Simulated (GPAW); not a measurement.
# Polymorphs of BN told apart by optics

Method, alike for all: GPAW, LDA, RPA, without spin-orbit coupling, line width 0.1 eV (Lorentzian).

Structure 1:

Symmetry: P6_3mc, No. 186, hexagonal system. The conventional cell has a = 2.536 Å, b = 2.536 Å, c = 4.199 Å, α = 90.00°, β = 90.00°, γ = 120.00°. N on site b is surrounded by 4 B at 1.56 to 1.57 Å. B on site b is surrounded by 4 N at 1.56 to 1.57 Å.

Structure 2:

The structure is hexagonal, space group P6_3/mmc (No. 194). The conventional cell has a = 2.498 Å, b = 2.498 Å, c = 6.636 Å, α = 90.00°, β = 90.00°, γ = 120.00°. N on site d is surrounded by 3 B at 1.44 Å. Around B on site c lie 3 N at 1.44 Å.

Spectrum A:

```csv
E (eV),Im ε
0.00,0.00
0.25,0.00
0.50,0.00
0.75,0.00
1.00,0.01
1.25,0.01
1.50,0.01
1.75,0.01
2.00,0.01
2.25,0.01
2.50,0.01
2.75,0.01
3.00,0.02
3.25,0.02
3.50,0.02
3.75,0.02
4.00,0.03
4.25,0.03
4.50,0.03
4.75,0.03
5.00,0.04
5.25,0.04
5.50,0.04
5.75,0.05
6.00,0.06
6.25,0.06
6.50,0.07
6.75,0.08
7.00,0.10
7.25,0.11
7.50,0.14
7.75,0.18
8.00,0.28
```

Spectrum B:

(E (eV), Im ε): (0.00, 0.00), (0.50, 0.01), (1.00, 0.02), (1.50, 0.03), (2.00, 0.04), (2.50, 0.07), (3.00, 0.10), (3.50, 0.18), (4.00, 0.43), (4.50, 3.90), (5.00, 7.01), (5.50, 13.21), (6.00, 7.70), (6.50, 3.88), (7.00, 2.92), (7.50, 2.09), (8.00, 1.33)

Q: Match each spectrum to its structure.

A: A is structure 1 (P6_3mc, 5.8 Å³ an atom): ε∞ = 4.66 along the first axis, strongest peak along the first axis at 10.82 eV. B is structure 2 (P6_3/mmc, 9.0 Å³ an atom): ε∞ = 4.90 along the first axis, strongest peak along the first axis at 5.46 eV.

[Logs are printed without paths, hosts, clocks, repeated set-up lines and the standing remarks that a program may print on its own settings, such as how far it seeks lower states.]
